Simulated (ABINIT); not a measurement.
**GeBr2 (P-3m1): third-order response**

Aim: Raman and infrared lines of GeBr2 (P-3m1).

Program: ABINIT 10.8.3. Level of theory: DFT LDA, scalar-relativistic, plane waves, HGH norm-conserving pseudopotentials. Results are calculated unless marked as measured.

The structure was built from a prototype and need not be the compound's stable phase.

## 1. Starting point

The structure is trigonal, space group P-3m1 (No. 164). The conventional cell has a = 4.147 Å, b = 4.147 Å, c = 6.718 Å, α = 90.00°, β = 90.00°, γ = 120.00°. Nearest to Ge lie 6 Br at 2.92 Å. Nearest to Br lie 3 Ge at 2.92 Å. Farther neighbours and most contacts between anions are not listed.

## 2. A probe with smearing

A first run with smearing and empty bands tells whether the crystal has a gap, which decides between fixed occupations and smearing later on.

Input file probe.abi:

```
# ground state
tolvrs 1.0d-08
prtden 1
prtwf 1

# basis, mesh and filling
ecut 20.0
ixc 7
ngkpt 6 6 4
nshiftk 1
shiftk 0.0 0.0 0.0
istwfk *1
occopt 7
tsmear 0.005
nband 15
nstep 100
diemac 9.0
prtebands 0
prtgsr 0

# cell and atoms
acell 3*1.0 Angstrom
rprim 
    4.14700153 0.0 0.0
    -2.073500765 3.591408675 0.0
    0.0 0.0 6.71814
ntypat 2
znucl 32 35
natom 3
typat 1 2 2
xred 
    0.0 0.0 0.0
    1/3 2/3 0.25
    2/3 1/3 0.75
pp_dirpath "./pseudo"
pseudos "Ge.hgh, Br.hgh"
```

Started as:

```console
$ OMP_NUM_THREADS=1 mpirun -n 4 abinit probe.abi > probe.log
```

Numbers of over 12 decimals in the logs are rounded to 6 here.

probe.abo, the main output file:

```text
[banners, grids, parts of the stress and lines that vanish by symmetry left out]
- input  file    -> probe.abi
- output file    -> probe.abo
- root for input  files -> probei
[...]
Symmetries : space group P-3 m 1 (#164); Bravais hP (primitive hexag.)
[...]
mpw =        2910          nfft =       55296          nkpt =          24
[...]
== DATASET  1 ==================================================================
[...]
cutoff_energies: {ecut:  20.0, pawecutdg:  -1.0, }
[...]
Exchange-correlation functional for the present dataset will be:
  LDA: Perdew-Wang 92 LSD fit to Ceperley-Alder data - ixc=7
[...]
ETOT  1  -30.643570812337    -3.064E+01 2.305E-02 1.541E+03
 ETOT  2  -30.906947806844    -2.634E-01 7.100E-03 4.093E+02
 ETOT  3  -30.987336262255    -8.039E-02 2.859E-03 2.019E+01
 ETOT  4  -30.991169806895    -3.834E-03 3.035E-04 2.049E-01
 ETOT  5  -30.991165346317     4.461E-06 1.019E-04 1.408E-01
[...]
ETOT  9  -30.991186902645    -2.267E-10 7.285E-05 2.036E-08
 ETOT 10  -30.991186902651    -5.677E-12 8.176E-05 4.451E-10
 At SCF step   10       vres2   =  4.45E-10 < tolvrs=  1.00E-08 =>converged.
[...]
sigma(1 1)=  2.30472512E-04  sigma(3 2)=  0.00000000E+00
  sigma(2 2)=  2.30472512E-04  sigma(3 1)=  0.00000000E+00
  sigma(3 3)=  2.27180236E-04  sigma(2 1)=  0.00000000E+00
[...]
convergence: {deltae: -5.677E-12, res2:  4.451E-10, residm:  8.176E-05, diffor: null, }
etotal    :  -3.09911869E+01
[...]
sigma(1 1)=  2.30472512E-04  sigma(3 2)=  0.00000000E+00
  sigma(2 2)=  2.30472512E-04  sigma(3 1)=  0.00000000E+00
  sigma(3 3)=  2.27180236E-04  sigma(2 1)=  0.00000000E+00
[...]
- sigma(1 1)=  6.78073541E+00  sigma(3 2)=  0.00000000E+00
- sigma(2 2)=  6.78073540E+00  sigma(3 1)=  0.00000000E+00
- sigma(3 3)=  6.68387330E+00  sigma(2 1)=  0.00000000E+00
[...]
fcart     -0.0000000000E+00 -4.2319854360E-28 -0.0000000000E+00
           strten      2.3047251203E-04  2.3047251165E-04  2.2718023592E-04
================================================================================

[key lines of the parts left out:]
pressure_GPa:  -6.7484E+00
```

The job ended after 7.9 s (4 MPI ranks of Arm Neoverse V1, shared host).

This step gave:

- volume per atom: 33.35 Å³
- pressure: -6.748 GPa
- gap on the k-mesh: 2.114 eV

A gap of 2.1 eV opens on this mesh, so the crystal is taken as an insulator; the printed pressure holds the stress of the finite basis too.

## 3. Rough relaxation

The typed start is rough, so a first relaxation with smearing and loose thresholds takes it towards rest cheaply.

Input file prerelax.abi:

```
# relaxation
ionmov 2
optcell 2
dilatmx 1.15
chkdilatmx 0
ntime 40
tolmxf 3.0d-04
tolvrs 1.0d-10
prtwf 0
prtden 0
chksymtnons 0

# basis, mesh and filling
ecut 21.0
ecutsm 3.0
ixc 7
ngkpt 6 6 4
nshiftk 1
shiftk 0.0 0.0 0.0
istwfk *1
occopt 7
tsmear 0.005
nband 15
nstep 100
diemac 9.0
prtebands 0
prtgsr 0

# cell and atoms
acell 3*1.0 Angstrom
rprim 
    4.14700153 0.0 0.0
    -2.073500765 3.591408675 0.0
    0.0 0.0 6.71814
ntypat 2
znucl 32 35
natom 3
typat 1 2 2
xred 
    0.0 0.0 0.0
    1/3 2/3 0.25
    2/3 1/3 0.75
pp_dirpath "./pseudo"
pseudos "Ge.hgh, Br.hgh"
```

Started as:

```console
$ OMP_NUM_THREADS=1 mpirun -n 4 abinit prerelax.abi > prerelax.log
```

prerelax.abo, the main output file:

```text
[banners, grids, parts of the stress and lines that vanish by symmetry left out]
- input  file    -> prerelax.abi
- output file    -> prerelax.abo
- root for input  files -> prerelaxi
[...]
Symmetries : space group P-3 m 1 (#164); Bravais hP (primitive hexag.)
[...]
mpw =        4770          nfft =      102400          nkpt =          24
[...]
== DATASET  1 ==================================================================
[...]
cutoff_energies: {ecut:  21.0, pawecutdg:  -1.0, }
[...]
Exchange-correlation functional for the present dataset will be:
  LDA: Perdew-Wang 92 LSD fit to Ceperley-Alder data - ixc=7
[...]
ETOT  1  -30.641748764844    -3.064E+01 1.681E-02 2.836E+03
 ETOT  2  -30.906206404008    -2.645E-01 5.164E-03 7.455E+02
 ETOT  3  -30.986005091220    -7.980E-02 1.592E-03 3.793E+01
 ETOT  4  -30.989859408849    -3.854E-03 7.124E-05 3.498E-01
[...]
ETOT  8  -31.000804032700    -3.553E-13 3.709E-07 5.410E-11
 At SCF step    8       vres2   =  5.41E-11 < tolvrs=  1.00E-10 =>converged.
[...]
sigma(1 1)=  1.78198947E-06  sigma(3 2)=  0.00000000E+00
  sigma(2 2)=  1.78198899E-06  sigma(3 1)=  0.00000000E+00
  sigma(3 3)=  7.18061130E-07  sigma(2 1)=  0.00000000E+00
[...]
convergence: {deltae: -3.553E-13, res2:  5.410E-11, residm:  3.709E-07, diffor: null, }
etotal    :  -3.10008040E+01
[...]
At Broyd/MD step  17, gradients are converged :
[...]
sigma(1 1)=  1.78198947E-06  sigma(3 2)=  0.00000000E+00
  sigma(2 2)=  1.78198899E-06  sigma(3 1)=  0.00000000E+00
  sigma(3 3)=  7.18061130E-07  sigma(2 1)=  0.00000000E+00
[...]
- sigma(1 1)=  5.24279403E-02  sigma(3 2)=  0.00000000E+00
- sigma(2 2)=  5.24279262E-02  sigma(3 1)=  0.00000000E+00
- sigma(3 3)=  2.11260878E-02  sigma(2 1)=  0.00000000E+00
[...]
fcart     -3.8782393630E-28  2.2391025399E-28 -0.0000000000E+00
           strten      1.7819894708E-06  1.7819889919E-06  7.1806113035E-07
================================================================================

[key lines of the parts left out:]
pressure_GPa:  -4.1994E-02
Total energy (etotal) [Ha]= -3.10008040326996E+01
```

Elapsed: 3.7 min, on 4 MPI ranks.

The steps of the relaxation:

```
step  energy less that of the first step (eV)  largest force (eV/Å)  volume (Å³)
   1                                   0.0000                0.7239       100.06
   2                                  -0.0554                0.6391        98.54
   3                                  -0.2538                0.4127        85.12
   4                                  -0.2677                0.1283        87.94
   5                                  -0.2687                0.1601        87.49
   6                                  -0.2707                0.1937        86.78
   7                                  -0.2744                0.2199        85.52
   8                                  -0.2799                0.1980        83.87
   9                                  -0.2843                0.1089        82.88
  10                                  -0.2860                0.0356        83.08
  11                                  -0.2866                0.0107        83.44
  12                                  -0.2871                0.0008        83.64
  13                                  -0.2886                0.0203        83.86
  14                                  -0.2915                0.0405        83.63
  15                                  -0.2953                0.0505        82.49
  16                                  -0.2969                0.0318        81.44
  17                                  -0.2974                0.0041        81.06
```

```
conventional cell, symmetrised  before  after   change
                         a (Å)   4.147  3.919   -5.5 %
                         b (Å)   4.147  3.919   -5.5 %
                         c (Å)   6.718  6.094   -9.3 %
              volume (Å³/atom)   33.35  27.02  -19.0 %
```

The atoms that moved most (Å, as changes of fractional coordinates times the final cell):

```
atom     dx     dy      dz  length
 Br2  0.000  0.000   0.071   0.071
 Br3  0.000  0.000  -0.071   0.071
```

Final coordinates:

```cif
data_structure
_symmetry_space_group_name_H-M 'P 1'
_symmetry_Int_Tables_number 1
_cell_length_a 3.9190
_cell_length_b 3.9190
_cell_length_c 6.0943
_cell_angle_alpha 90.000
_cell_angle_beta 90.000
_cell_angle_gamma 120.000
_cell_volume 81.06
loop_
_atom_site_label
_atom_site_type_symbol
_atom_site_fract_x
_atom_site_fract_y
_atom_site_fract_z
_atom_site_occupancy
Ge1 Ge 0.00000 0.00000 0.00000 1
Br2 Br 0.33333 0.66667 0.26170 1
Br3 Br 0.66667 0.33333 0.73830 1
```

Read from the output:

```yaml
volume_per_atom: 27.02 Å³
pressure: -0.04199 GPa
gap_on_the_k_mesh: 1.814 eV
```

The volume changes by -19.0 % in this run and stands -19.0 % from the first cell.

## 4. Rough relaxation

The cell changed much, so the rough relaxation is repeated on a basis made for the new cell.

Changes to prerelax.abi since step 3:

```diff
@@ -31,5 +31,5 @@
 rprim 
-    4.14700153 0.0 0.0
-    -2.073500765 3.591408675 0.0
-    0.0 0.0 6.71814
+    3.918992047 0.0 0.0
+    -1.959496023 3.39394667 0.0
+    0.0 0.0 6.094256135
 ntypat 2
@@ -40,4 +40,4 @@
     0.0 0.0 0.0
-    1/3 2/3 0.25
-    2/3 1/3 0.75
+    1/3 2/3 0.2616965194
+    2/3 1/3 0.7383034805
 pp_dirpath "./pseudo"
```

prerelax.abo, the main output file:

```text
[banners, grids, parts of the stress and lines that vanish by symmetry left out]
- input  file    -> prerelax.abi
- output file    -> prerelax.abo
- root for input  files -> prerelaxi
[...]
Symmetries : space group P-3 m 1 (#164); Bravais hP (primitive hexag.)
[...]
mpw =        3867          nfft =       77760          nkpt =          24
[...]
== DATASET  1 ==================================================================
[...]
cutoff_energies: {ecut:  21.0, pawecutdg:  -1.0, }
[...]
Exchange-correlation functional for the present dataset will be:
  LDA: Perdew-Wang 92 LSD fit to Ceperley-Alder data - ixc=7
[...]
ETOT  1  -30.715901757172    -3.072E+01 2.605E-02 1.950E+03
 ETOT  2  -30.941289280685    -2.254E-01 4.842E-03 4.790E+02
 ETOT  3  -30.999337168897    -5.805E-02 3.332E-03 1.261E+01
 ETOT  4  -31.000794531168    -1.457E-03 3.223E-04 1.256E-01
 ETOT  5  -31.000798944727    -4.414E-06 1.056E-04 4.976E-02
[...]
ETOT  9  -31.000804080706    -6.235E-12 2.216E-05 2.464E-09
 ETOT 10  -31.000804080706    -4.086E-13 1.077E-05 7.871E-12
 At SCF step   10       vres2   =  7.87E-12 < tolvrs=  1.00E-10 =>converged.
[...]
sigma(1 1)=  1.78202040E-06  sigma(3 2)=  0.00000000E+00
  sigma(2 2)=  1.78202033E-06  sigma(3 1)=  0.00000000E+00
  sigma(3 3)=  7.18126985E-07  sigma(2 1)= -2.60102385E-13
[...]
convergence: {deltae: -4.086E-13, res2:  7.871E-12, residm:  1.077E-05, diffor: null, }
etotal    :  -3.10008041E+01
[...]
At Broyd/MD step   1, gradients are converged :
[...]
sigma(1 1)=  1.78202040E-06  sigma(3 2)=  0.00000000E+00
  sigma(2 2)=  1.78202033E-06  sigma(3 1)=  0.00000000E+00
  sigma(3 3)=  7.18126985E-07  sigma(2 1)= -2.60102385E-13
[...]
- sigma(1 1)=  5.24288502E-02  sigma(3 2)=  0.00000000E+00
- sigma(2 2)=  5.24288481E-02  sigma(3 1)=  0.00000000E+00
- sigma(3 3)=  2.11280253E-02  sigma(2 1)= -7.65247638E-09
[...]
fcart     -1.9391196799E-28  3.3586538077E-28 -0.0000000000E+00
           strten      1.7820203970E-06  1.7820203254E-06  7.1812698523E-07
================================================================================

[key lines of the parts left out:]
pressure_GPa:  -4.1995E-02
Total energy (etotal) [Ha]= -3.10008040807062E+01
```

Wall time 11 s (4 MPI ranks); 45 s of CPU time.

Little changed from the start: no atom moved by 0.005 Å and no cell edge by 0.1 %.

Numbers from this step:

```yaml
pressure: -0.04200 GPa
```

The volume changes by +0.0 % in this run and stands -19.0 % from the first cell.

## 5. Relaxation

The harmonic expansion needs vanishing forces, and a free crystal bears no stress, so cell and atoms are brought to rest. Stress is more sensitive to the basis than forces are: the last 3 Ha under the cutoff are smoothed with ecutsm, and the cutoff is raised above that of the later runs.

Input file relax.abi:

```
# relaxation
ionmov 2
optcell 2
dilatmx 1.08
ntime 40
tolmxf 1.0d-05
tolvrs 1.0d-14
prtwf 0
prtden 0
chksymtnons 0

# basis, mesh and filling
ecut 26.0
ecutsm 3.0
ixc 7
ngkpt 6 6 4
nshiftk 1
shiftk 0.0 0.0 0.0
istwfk *1
occopt 1
nband 9
nstep 100
diemac 9.0
prtebands 0
prtgsr 0

# cell and atoms
acell 3*1.0 Angstrom
rprim 
    3.91899205 0.0 0.0
    -1.959496025 3.393946672 0.0
    0.0 0.0 6.094256139
ntypat 2
znucl 32 35
natom 3
typat 1 2 2
xred 
    0.0 0.0 0.0
    1/3 2/3 0.2616965194
    2/3 1/3 0.7383034805
pp_dirpath "./pseudo"
pseudos "Ge.hgh, Br.hgh"
```

Started as:

```console
$ OMP_NUM_THREADS=1 mpirun -n 4 abinit relax.abi > relax.log
```

relax.abo, the main output file:

```text
[banners, grids, parts of the stress and lines that vanish by symmetry left out]
- input  file    -> relax.abi
- output file    -> relax.abo
- root for input  files -> relaxi
[...]
Symmetries : space group P-3 m 1 (#164); Bravais hP (primitive hexag.)
[...]
mpw =        4390          nfft =       96000          nkpt =          24
[...]
== DATASET  1 ==================================================================
[...]
cutoff_energies: {ecut:  26.0, pawecutdg:  -1.0, }
[...]
Exchange-correlation functional for the present dataset will be:
  LDA: Perdew-Wang 92 LSD fit to Ceperley-Alder data - ixc=7
[...]
ETOT  1  -30.720629845107    -3.072E+01 1.458E-02 2.419E+03
 ETOT  2  -30.950010340145    -2.294E-01 3.491E-05 5.888E+02
 ETOT  3  -31.008999143725    -5.899E-02 1.361E-03 1.682E+01
 ETOT  4  -31.010452152524    -1.453E-03 3.087E-05 1.844E-01
 ETOT  5  -31.010465364898    -1.321E-05 7.991E-07 8.345E-02
[...]
At SCF step   12       vres2   =  3.72E-15 < tolvrs=  1.00E-14 =>converged.
[...]
sigma(1 1)=  1.92265242E-06  sigma(3 2)=  0.00000000E+00
  sigma(2 2)=  1.92265297E-06  sigma(3 1)=  0.00000000E+00
  sigma(3 3)=  8.59240060E-07  sigma(2 1)=  0.00000000E+00
[...]
convergence: {deltae: -3.482E-13, res2:  3.724E-15, residm:  3.609E-17, diffor: null, }
etotal    :  -3.10104722E+01
[...]
ETOT  1  -31.010472356305    -3.101E+01 9.704E-10 8.215E-04
[...]
At SCF step    9       vres2   =  1.86E-15 < tolvrs=  1.00E-14 =>converged.
[...]
sigma(1 1)=  1.65497608E-06  sigma(3 2)=  0.00000000E+00
  sigma(2 2)=  1.65497663E-06  sigma(3 1)=  0.00000000E+00
  sigma(3 3)=  6.00396382E-07  sigma(2 1)=  0.00000000E+00
[...]
convergence: {deltae: -2.878E-13, res2:  1.863E-15, residm:  1.597E-19, diffor: null, }
etotal    :  -3.10104724E+01
[...]
ETOT  1  -31.010471300283    -3.101E+01 8.839E-03 2.562E-02
[...]
At SCF step   10       vres2   =  2.44E-16 < tolvrs=  1.00E-14 =>converged.
[...]
sigma(1 1)=  1.76665324E-07  sigma(3 2)=  0.00000000E+00
  sigma(2 2)=  1.76665875E-07  sigma(3 1)=  0.00000000E+00
  sigma(3 3)= -8.01340651E-07  sigma(2 1)=  0.00000000E+00
[...]
convergence: {deltae: -1.563E-13, res2:  2.444E-16, residm:  1.032E-19, diffor: null, }
etotal    :  -3.10104728E+01
[...]
ETOT  1  -31.010472829367    -3.101E+01 6.515E-09 2.607E-05
[...]
At SCF step    8       vres2   =  7.43E-16 < tolvrs=  1.00E-14 =>converged.
[...]
sigma(1 1)=  1.50211155E-07  sigma(3 2)=  0.00000000E+00
  sigma(2 2)=  1.50211706E-07  sigma(3 1)=  0.00000000E+00
  sigma(3 3)= -8.00010807E-07  sigma(2 1)=  0.00000000E+00
[...]
convergence: {deltae: -5.684E-13, res2:  7.429E-16, residm:  1.055E-19, diffor: null, }
etotal    :  -3.10104728E+01
[...]
ETOT  1  -31.010471824182    -3.101E+01 3.512E-05 1.629E-02
[...]
sigma(1 1)= -2.45609257E-07  sigma(3 2)=  0.00000000E+00
  sigma(2 2)= -2.45608706E-07  sigma(3 1)=  0.00000000E+00
[...]
convergence: {deltae:  6.928E-13, res2:  6.657E-17, residm:  4.962E-20, diffor: null, }
etotal    :  -3.10104730E+01
[...]
ETOT  1  -31.010473036507    -3.101E+01 1.102E-10 8.173E-05
[...]
convergence: {deltae:  1.492E-13, res2:  3.298E-17, residm:  1.686E-20, diffor: null, }
etotal    :  -3.10104730E+01
[...]
ETOT  1  -31.010473048310    -3.101E+01 1.760E-10 3.700E-05
[...]
convergence: {deltae: -6.217E-13, res2:  2.698E-15, residm:  2.262E-19, diffor: null, }
etotal    :  -3.10104731E+01
[...]
ETOT  1  -31.010473050785    -3.101E+01 1.220E-10 5.299E-05
[...]
convergence: {deltae:  2.061E-13, res2:  5.128E-15, residm:  5.288E-19, diffor: null, }
etotal    :  -3.10104731E+01
[...]
ETOT  1  -31.010473044162    -3.101E+01 1.771E-10 1.597E-04
[...]
convergence: {deltae: -2.487E-14, res2:  2.150E-16, residm:  3.607E-20, diffor: null, }
etotal    :  -3.10104731E+01
[...]
ETOT  1  -31.010473052453    -3.101E+01 1.387E-10 1.892E-04
[...]
convergence: {deltae: -1.421E-14, res2:  1.891E-16, residm:  5.029E-20, diffor: null, }
etotal    :  -3.10104731E+01
[...]
ETOT  1  -31.010473079655    -3.101E+01 4.112E-10 1.152E-04
[...]
At SCF step    9       vres2   =  1.23E-16 < tolvrs=  1.00E-14 =>converged.
[...]
sigma(2 2)=  8.32751998E-08  sigma(3 1)=  0.00000000E+00
  sigma(3 3)=  1.09061104E-07  sigma(2 1)=  0.00000000E+00
[...]
convergence: {deltae: -1.421E-13, res2:  1.232E-16, residm:  1.394E-20, diffor: null, }
etotal    :  -3.10104731E+01
[...]
ETOT  1  -31.010473089579    -3.101E+01 1.474E-08 3.412E-05
[...]
ETOT  7  -31.010473091655    -1.421E-14 1.045E-17 2.419E-13
 ETOT  8  -31.010473091656    -3.588E-13 2.014E-19 1.735E-15
 At SCF step    8       vres2   =  1.73E-15 < tolvrs=  1.00E-14 =>converged.
[...]
sigma(1 1)=  2.07999463E-08  sigma(3 2)=  0.00000000E+00
  sigma(2 2)=  2.08004968E-08  sigma(3 1)=  0.00000000E+00
  sigma(3 3)=  2.38003098E-08  sigma(2 1)=  0.00000000E+00
[...]
convergence: {deltae: -3.588E-13, res2:  1.735E-15, residm:  2.014E-19, diffor: null, }
etotal    :  -3.10104731E+01
[...]
At Broyd/MD step  12, gradients are converged :
[...]
sigma(1 1)=  2.07999463E-08  sigma(3 2)=  0.00000000E+00
  sigma(2 2)=  2.08004968E-08  sigma(3 1)=  0.00000000E+00
  sigma(3 3)=  2.38003098E-08  sigma(2 1)=  0.00000000E+00
[...]
- sigma(1 1)=  6.11955549E-04  sigma(3 2)=  0.00000000E+00
- sigma(2 2)=  6.11971744E-04  sigma(3 1)=  0.00000000E+00
- sigma(3 3)=  7.00229290E-04  sigma(2 1)=  0.00000000E+00
[...]
fcart     -1.3582883764E-27  5.6014868563E-28 -0.0000000000E+00
           strten      2.0799946335E-08  2.0800496805E-08  2.3800309827E-08
================================================================================

[key lines of the parts left out:]
pressure_GPa:  -6.4139E-04
Total energy (etotal) [Ha]= -3.10104730916556E+01
```

It took 90 s on 4 MPI ranks; 6 min of CPU time.

Little changed from the start: no atom moved by 0.005 Å and no cell edge by 0.1 %.

This step gave:

```yaml
volume_per_atom: 27.01 Å³
pressure: -6.41e-4 GPa
```

The volume changes by -0.0 % in this run and stands -19.0 % from the first cell.

(Continued in part 2 of 3.)

[Host names and launcher messages were left out of these logs when they were recorded.]

[Logs are printed without paths, hosts, clocks, repeated set-up lines and the standing remarks that a program may print on its own settings, such as how far it seeks lower states.]

[Hosts, paths, dates, database ids (printed as entryN), source tags and the programs' standing remarks are cut or masked in the printed files.]
